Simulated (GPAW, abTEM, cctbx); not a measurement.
# TlCu: the scripts behind a bonding study

Short scripts, each with its output. The start was made by putting kin elements into a known structure type; the compound need not exist, or be stable, in this form.

## 1. Build the all-electron density and subtract free atoms

```text
cell
1.0
     0.000000000    3.476956210    3.476956210
     3.476956210    0.000000000    3.476956210
     3.476956210    3.476956210    0.000000000
Tl Cu
2 2
Direct
0.750000000 0.750000000 0.750000000
0.500000000 0.500000000 0.500000000
0.250000000 0.250000000 0.250000000
0.000000000 0.000000000 0.000000000
```

```python
import numpy as np
from ase.io import read
from ase.units import Bohr
from gpaw import GPAW, PW, FermiDirac
from gpaw.calculator import GPAW as OldGPAW
from gpaw.mpi import serial_comm, world
from scipy.special import erfc
from scipy.spatial import cKDTree

atoms = read("cell.vasp")
atoms.calc = GPAW(mode=PW(450), xc="PBE", kpts={"size": (6, 6, 6), "gamma": True},
                 occupations=FermiDirac(0.1), maxiter=120, symmetry={"tolerance": 1e-5}, txt="scf.txt")
atoms.get_potential_energy()
rho = atoms.calc.get_all_electron_density(gridrefinement=2)
moments = atoms.get_magnetic_moments() if atoms.calc.get_number_of_spins() == 2 else np.zeros(len(atoms))
total = atoms.get_magnetic_moment() if moments.any() else 0.0
if world.rank == 0:
    free = OldGPAW(mode=PW(450), xc="PBE", txt=None, communicator=serial_comm)
    neutral = atoms.copy()
    neutral.set_initial_magnetic_moments(None)
    free.initialize(neutral)
    free.set_positions(neutral)
    drho = rho - free.get_all_electron_density(gridrefinement=2)
    # GPAW starts from confined atoms: exchange their smooth part for that of the datasets' free atoms
    h = np.stack(np.meshgrid(*[np.fft.fftfreq(n, 1 / n) for n in drho.shape], indexing="ij"), -1)
    gabs = np.linalg.norm(h @ atoms.cell.reciprocal(), axis=-1)
    tails = np.fft.fftn(free.get_pseudo_density(gridrefinement=2))
    g, form, v0 = np.linspace(0, gabs.max(), 1500), {}, 0
    for e in set(atoms.symbols):
        idx = atoms.symbols.search(e)
        d = free.setups[idx[0]].data
        r, w = d.rgd.r_g * Bohr, d.rgd.r_g**2 * d.rgd.dr_g
        j0 = np.sinc(2 * g[:, None] * r)
        smooth = sum(f * p**2 for f, p in zip(d.f_j, d.phit_jg)) + np.sqrt(4 * np.pi) * d.nct_g
        full = sum(f * p**2 for f, p in zip(d.f_j, d.phi_jg)) + np.sqrt(4 * np.pi) * d.nc_g
        phase = sum(np.exp(-2j * np.pi * h @ s) for s in atoms.get_scaled_positions()[idx])
        tails -= np.interp(gabs, g, j0 @ (smooth * w)) * phase * drho.size / atoms.get_volume()
        form[e] = j0 @ (full * w)
        v0 += 2 * np.pi / 3 * 14.3996 * (full * w * r**2).sum() * len(idx)  # V A^3
    tails *= 0.5 * erfc((gabs - 1.8) / 0.25)  # the tails differ at long wavelengths alone
    drho += np.fft.ifftn(tails).real  # crystal minus superposed spherical free atoms
    np.save("drho.npy", drho)
    dv = atoms.get_volume() / drho.size
    print("grid", drho.shape, " electrons %.3f" % (rho.sum() * dv), " moved by bonding %.3f e" % (abs(drho).sum() * dv / 2))
    pts = np.indices(drho.shape).reshape(3, -1).T / drho.shape @ atoms.cell
    shifts = (np.indices((3, 3, 3)).reshape(3, -1).T - 1) @ atoms.cell
    images = (atoms.positions[None] + shifts[:, None]).reshape(-1, 3)
    dist, idx = cKDTree(images).query(pts, k=4)
    out = drho.ravel()[dist[:, 0] > 0.5]
    print("deformation density beyond 0.5 A of the nuclei: max %.3f, min %.3f e/A^3" % (out.max(), out.min()))
    tie = dist < dist[:, :1] + 1e-4
    q = -np.bincount((idx % len(atoms))[tie], (drho.ravel()[:, None] / tie.sum(1, keepdims=True) * tie)[tie], len(atoms)) * dv
    print("atom        x       y       z   Voronoi charge  moment")
    for a, s, c, m in zip(atoms, atoms.get_scaled_positions(), q, moments):
        print("%-2s%-3d %7.4f %7.4f %7.4f %10.3f %10.2f" % (a.symbol, a.index + 1, *s, c, m))
    np.savez("free.npz", g=g, **form)
    print("mean inner potential of superposed free atoms %.3f V" % (v0 / atoms.get_volume()))
    print("total magnetic moment %.3f muB" % total)
```

```console
$ OMP_NUM_THREADS=1 mpirun -n 4 gpaw python run.py > gpaw.log
```

```text
grid (50, 50, 50)  electrons 220.000  moved by bonding 0.594 e
deformation density beyond 0.5 A of the nuclei: max 0.022, min -0.090 e/A^3
atom        x       y       z   Voronoi charge  moment
Tl1    0.7500  0.7500  0.7500      0.016       0.00
Tl2    0.5000  0.5000  0.5000      0.031       0.00
Cu3    0.2500  0.2500  0.2500     -0.032       0.00
Cu4    0.0000  0.0000  0.0000     -0.014       0.00
mean inner potential of superposed free atoms 20.649 V
total magnetic moment 0.000 muB
```

Time: 10 s on 4 cores of Intel(R) Xeon(R) Platinum 8375C CPU @ 2.90GHz (Ice Lake) (shared host), peak memory 0.91 GiB.

## 2. Fourier-transform the difference

```python
from cctbx import adptbx, crystal, miller, xray
from cctbx.eltbx import tiny_pse
import numpy as np

cs = crystal.symmetry(unit_cell=(6.9539, 6.9539, 6.9539, 90, 90, 90), space_group_symbol='Hall: F 4d 2 3 -1d')  # Fd-3m
atoms = [  # label, site, U (iso, or U11 U22 U33 U12 U13 U23 in A^2), occupancy
    ("Tl1", (0.25, 0.25, 0.75), 0.0000, 1),
    ("Cu1", (0.25, 0.75, 0.75), 0.0000, 1),
]
xs = xray.structure(crystal_symmetry=cs)
for label, site, u, occ in atoms:
    u = adptbx.u_cif_as_u_star(cs.unit_cell(), u) if isinstance(u, tuple) else u
    xs.add_scatterer(xray.scatterer(label, site=site, u=u, occupancy=occ))
xs.scattering_type_registry(table="wk1995")
drho = np.load("drho.npy")
T = np.array([[-1, 1, 1], [1, -1, 1], [1, 1, -1]])  # conventional axes in terms of the primitive ones
dF = np.fft.ifftn(drho) * 336.26963  # electrons a conventional cell, indexed by primitive hkl
ms = miller.build_set(cs, anomalous_flag=False, d_min=0.9).sort("resolution")
iam = ms.structure_factors_from_scatterers(xs, algorithm="direct").f_calc()
p1 = xs.expand_to_p1()
z = np.array([tiny_pse.table(sc.scattering_type).atomic_number() for sc in p1.scatterers()])
x = np.array(p1.sites_frac())
free = np.load("free.npz")
print("static structure factors of the conventional cell: F in electrons, V (Mott-Bethe) in volts")
print("   h  k  l      d  |F| table  |F| free   |F| DFT   change   |V| free  |V| DFT  change %")
for h, d, table in list(zip(ms.indices(), ms.d_spacings().data(), iam.data()))[:16]:
    df = dF[tuple(np.rint(np.linalg.solve(T, h)).astype(int))]
    phase = np.exp(2j * np.pi * x @ h)
    f = sum(np.interp(1 / d, free["g"], free[sc.scattering_type]) * p for sc, p in zip(p1.scatterers(), phase))
    fz = (z * phase).sum()
    c = 14.3996 * d * d / (np.pi * cs.unit_cell().volume())
    v0, v1 = abs(fz - f) * c, abs(fz - f - df) * c
    print("%4d%3d%3d %7.4f %9.3f %9.3f %9.3f %8.3f %9.3f %8.3f %8s" % (h + (d, abs(table), abs(f), abs(f + df), abs(f + df) - abs(f), v0, v1, "%.1f" % (100 * (v1 / v0 - 1)) if v0 > 0.02 else "-")))
```

```console
$ python run.py
```

```text
static structure factors of the conventional cell: F in electrons, V (Mott-Bethe) in volts
   h  k  l      d  |F| table  |F| free   |F| DFT   change   |V| free  |V| DFT  change %
   1  1  1  4.0148   275.303   275.509   275.611    0.101     4.097    4.075     -0.5
   0  2  2  2.4586   735.794   734.364   732.817   -1.547    11.999   12.127      1.1
   1  3  1  2.0967   246.644   247.394   247.833    0.440     2.802    2.776     -0.9
   2  2  2  2.0074     0.000     0.000     0.022    0.022     0.000    0.001        -
   0  4  0  1.7385   657.737   656.285   655.558   -0.728     9.216    9.246      0.3
   1  3  3  1.5953   229.565   230.075   230.491    0.417     2.223    2.209     -0.7
   2  4  2  1.4195   602.250   601.287   601.310    0.024     7.655    7.654     -0.0
   3  3  3  1.3383   217.463   217.642   217.863    0.222     1.868    1.862     -0.3
   1  5  1  1.3383   217.463   217.642   217.870    0.228     1.868    1.862     -0.3
   0  4  4  1.2293   559.596   559.039   559.205    0.166     6.611    6.608     -0.1
   1  5  3  1.1754   207.975   207.965   208.110    0.144     1.623    1.620     -0.2
   2  4  4  1.1590     0.000     0.000     0.013    0.013     0.000    0.000        -
   0  6  2  1.0995   525.339   525.064   525.155    0.092     5.849    5.847     -0.0
   3  5  3  1.0605   200.111   200.021   200.111    0.090     1.443    1.442     -0.1
   2  6  2  1.0483     0.000     0.000     0.008    0.008     0.000    0.000        -
   4  4  4  1.0037   497.010   496.911   496.914    0.003     5.261    5.261     -0.0
```

Time: 0.26 s on 1 core of Intel(R) Xeon(R) Platinum 8375C CPU @ 2.90GHz (Ice Lake) (shared host), peak memory 0.08 GiB.

## 3. Rock the beam across one reflection

```python
import abtem
import numpy as np
from ase.build import make_supercell
from ase.io import read

abtem.config.set({"dask.lazy": False, "fft": "fftw", "diagnostics.progress_bar": False})
M = [[1, 1, -1], [-2, 2, 0], [0, 0, 2]]  # rows: x, y and beam direction in the primitive cell's axes
unit = make_supercell(read("cell.vasp"), M)
unit.set_cell(list(unit.cell.lengths()) + [90, 90, 90], scale_atoms=True)
unit.positions[:, 2] += 0.6146  # keeps atomic planes off the slice boundaries
unit.wrap()
slab = unit * (1, 1, 72)
print(slab.get_chemical_formula(), "| box %.2f x %.2f x %.2f A" % tuple(slab.cell.lengths()))

# change of the potential by bonding, from the DFT deformation density (Poisson's equation term by term)
drho = np.load("drho.npy")
prim = read("cell.vasp")
h = np.stack(np.meshgrid(*[np.fft.fftfreq(n, 1 / n) for n in drho.shape], indexing="ij"), -1).reshape(-1, 3).astype(int)
g2 = ((h @ prim.cell.reciprocal()) ** 2).sum(1)
keep = (g2 > 0) & (g2 < 2.5**2)
shape = (155, 219, 56)
vg = np.zeros(shape, complex)
hm = h[keep] @ np.array(M).T
move = np.exp(-2j * np.pi * hm[:, 2] * (0.6146 / unit.cell[2, 2] - 0.5 / shape[2]))  # the same shift, sampled at mid-points
vg[tuple(hm.T % np.array(shape)[:, None])] = -14.3996 / np.pi * (np.fft.fftn(drho).ravel() / drho.size)[keep] / g2[keep] * move
dV = np.fft.ifftn(vg).real * vg.size
dV = dV.reshape(155, 219, 8, 7).mean(3) * unit.cell[2, 2] / 8  # V A, projected in each slice
dV = np.tile(dV.transpose(2, 0, 1), (72, 1, 1))


def build(atoms):
    p = abtem.Potential(atoms, gpts=(155, 219), slice_thickness=[slab.cell[2, 2] / 576] * 576,
                        parametrization="lobato", projection="infinite", exit_planes=144).build()
    p.array[:] += BONDING * dV
    return p


def potentials():
    yield build(slab)  # atoms at rest


for label, BONDING in (("IAM", 0.0), ("DFT", 1.0)):
    print("=====", label)
    potential = build(slab)
    print("grid", potential.gpts, "slices", potential.num_slices)
    thickness = potential.exit_thicknesses
    h = np.array(M) @ np.linalg.solve(np.array([[-1, 1, 1], [1, -1, 1], [1, 1, -1]]), [1, -1, 1])
    ix, iy = round(h[0]) * 1, round(h[1]) * 1
    gxy = h[:2] / unit.cell.lengths()[:2]
    along = gxy / np.hypot(*gxy)
    across = np.array([-along[1], along[0]])
    bragg = 500 * abtem.PlaneWave(energy=300000).wavelength * np.hypot(*gxy)
    print("Bragg angle %.3f mrad; beam tilted 46 mrad off the zone axis across the row" % bragg)
    print("dark-field intensity of 1 -1 1 against tilt along the row, in Bragg angles")
    print("  t (A)" + "".join("%8.2f" % s for s in [0.2, 0.4, 0.6, 0.8, 1.0, 1.2, 1.4, 1.6, 1.8, 2.0, 2.2, 2.4, 2.6]))
    rows = []
    row = [(n * ix, n * iy) for n in range(-8, 9)]
    for s in [0.2, 0.4, 0.6, 0.8, 1.0, 1.2, 1.4, 1.6, 1.8, 2.0, 2.2, 2.4, 2.6]:
        tilt = -s * bragg * along + 46 * across
        dp = abtem.PlaneWave(energy=300000, tilt=tuple(tilt)).multislice(potential).diffraction_patterns(max_angle="valid").array
        rows.append(dp[:, dp.shape[1] // 2 + ix, dp.shape[2] // 2 + iy])
        if s == 1.0:
            cx, cy = dp.shape[1] // 2, dp.shape[2] // 2
            share = sum(dp[:, cx + i, cy + j] for i, j in row if abs(i) < cx and abs(j) < cy) / dp.sum(axis=(1, 2))
            total = dp.sum(axis=(1, 2))
    for t, a in list(zip(thickness, np.array(rows).T))[1:]:
        print("%7.1f" % t + "".join("%8.4f" % v for v in a))
    print("at the Bragg tilt, share in the row:", share[1:].round(3).tolist(), "total:", total[1:].round(3).tolist())
```

```console
$ python run.py
```

```text
Cu1152Tl1152 | box 6.95 x 9.83 x 708.07 A
===== IAM
grid (155, 219) slices 576
Bragg angle 2.452 mrad; beam tilted 46 mrad off the zone axis across the row
dark-field intensity of 1 -1 1 against tilt along the row, in Bragg angles
  t (A)    0.20    0.40    0.60    0.80    1.00    1.20    1.40    1.60    1.80    2.00    2.20    2.40    2.60
  177.0  0.0863  0.0923  0.0983  0.1050  0.1123  0.1189  0.1236  0.1260  0.1261  0.1265  0.1278  0.1275  0.1239
  354.0  0.1637  0.1551  0.2004  0.2563  0.3094  0.2970  0.2567  0.2693  0.2867  0.2804  0.2680  0.2561  0.2359
  531.1  0.1089  0.0432  0.1447  0.2587  0.3771  0.2873  0.2278  0.2480  0.2337  0.2224  0.1950  0.1776  0.1456
  708.1  0.0720  0.0152  0.0893  0.1579  0.3409  0.3354  0.1354  0.1396  0.0738  0.0508  0.0549  0.0716  0.0425
at the Bragg tilt, share in the row: [0.7580000162124634, 0.6840000152587891, 0.5830000042915344, 0.4620000123977661] total: [0.9879999756813049, 0.9710000157356262, 0.9599999785423279, 0.9549999833106995]
===== DFT
grid (155, 219) slices 576
Bragg angle 2.452 mrad; beam tilted 46 mrad off the zone axis across the row
dark-field intensity of 1 -1 1 against tilt along the row, in Bragg angles
  t (A)    0.20    0.40    0.60    0.80    1.00    1.20    1.40    1.60    1.80    2.00    2.20    2.40    2.60
  177.0  0.0853  0.0911  0.0970  0.1035  0.1108  0.1173  0.1221  0.1245  0.1247  0.1252  0.1265  0.1262  0.1227
  354.0  0.1633  0.1537  0.1977  0.2534  0.3070  0.2956  0.2553  0.2674  0.2846  0.2788  0.2667  0.2547  0.2346
  531.1  0.1114  0.0443  0.1418  0.2581  0.3780  0.2871  0.2276  0.2491  0.2343  0.2231  0.1959  0.1786  0.1461
  708.1  0.0732  0.0150  0.0862  0.1606  0.3431  0.3353  0.1353  0.1410  0.0755  0.0518  0.0560  0.0726  0.0425
at the Bragg tilt, share in the row: [0.7570000290870667, 0.6830000281333923, 0.5830000042915344, 0.46299999952316284] total: [0.9879999756813049, 0.9710000157356262, 0.9589999914169312, 0.9539999961853027]
```

Time: 94 s.

[Outputs are excerpts: Python notices, other lines and further rows are left out; steps that failed or that the build refused (PBEsol, TPSS) are not shown.]

[Logs are printed without paths, hosts, clocks, repeated set-up lines and the standing remarks that a program may print on its own settings, such as how far it seeks lower states.]
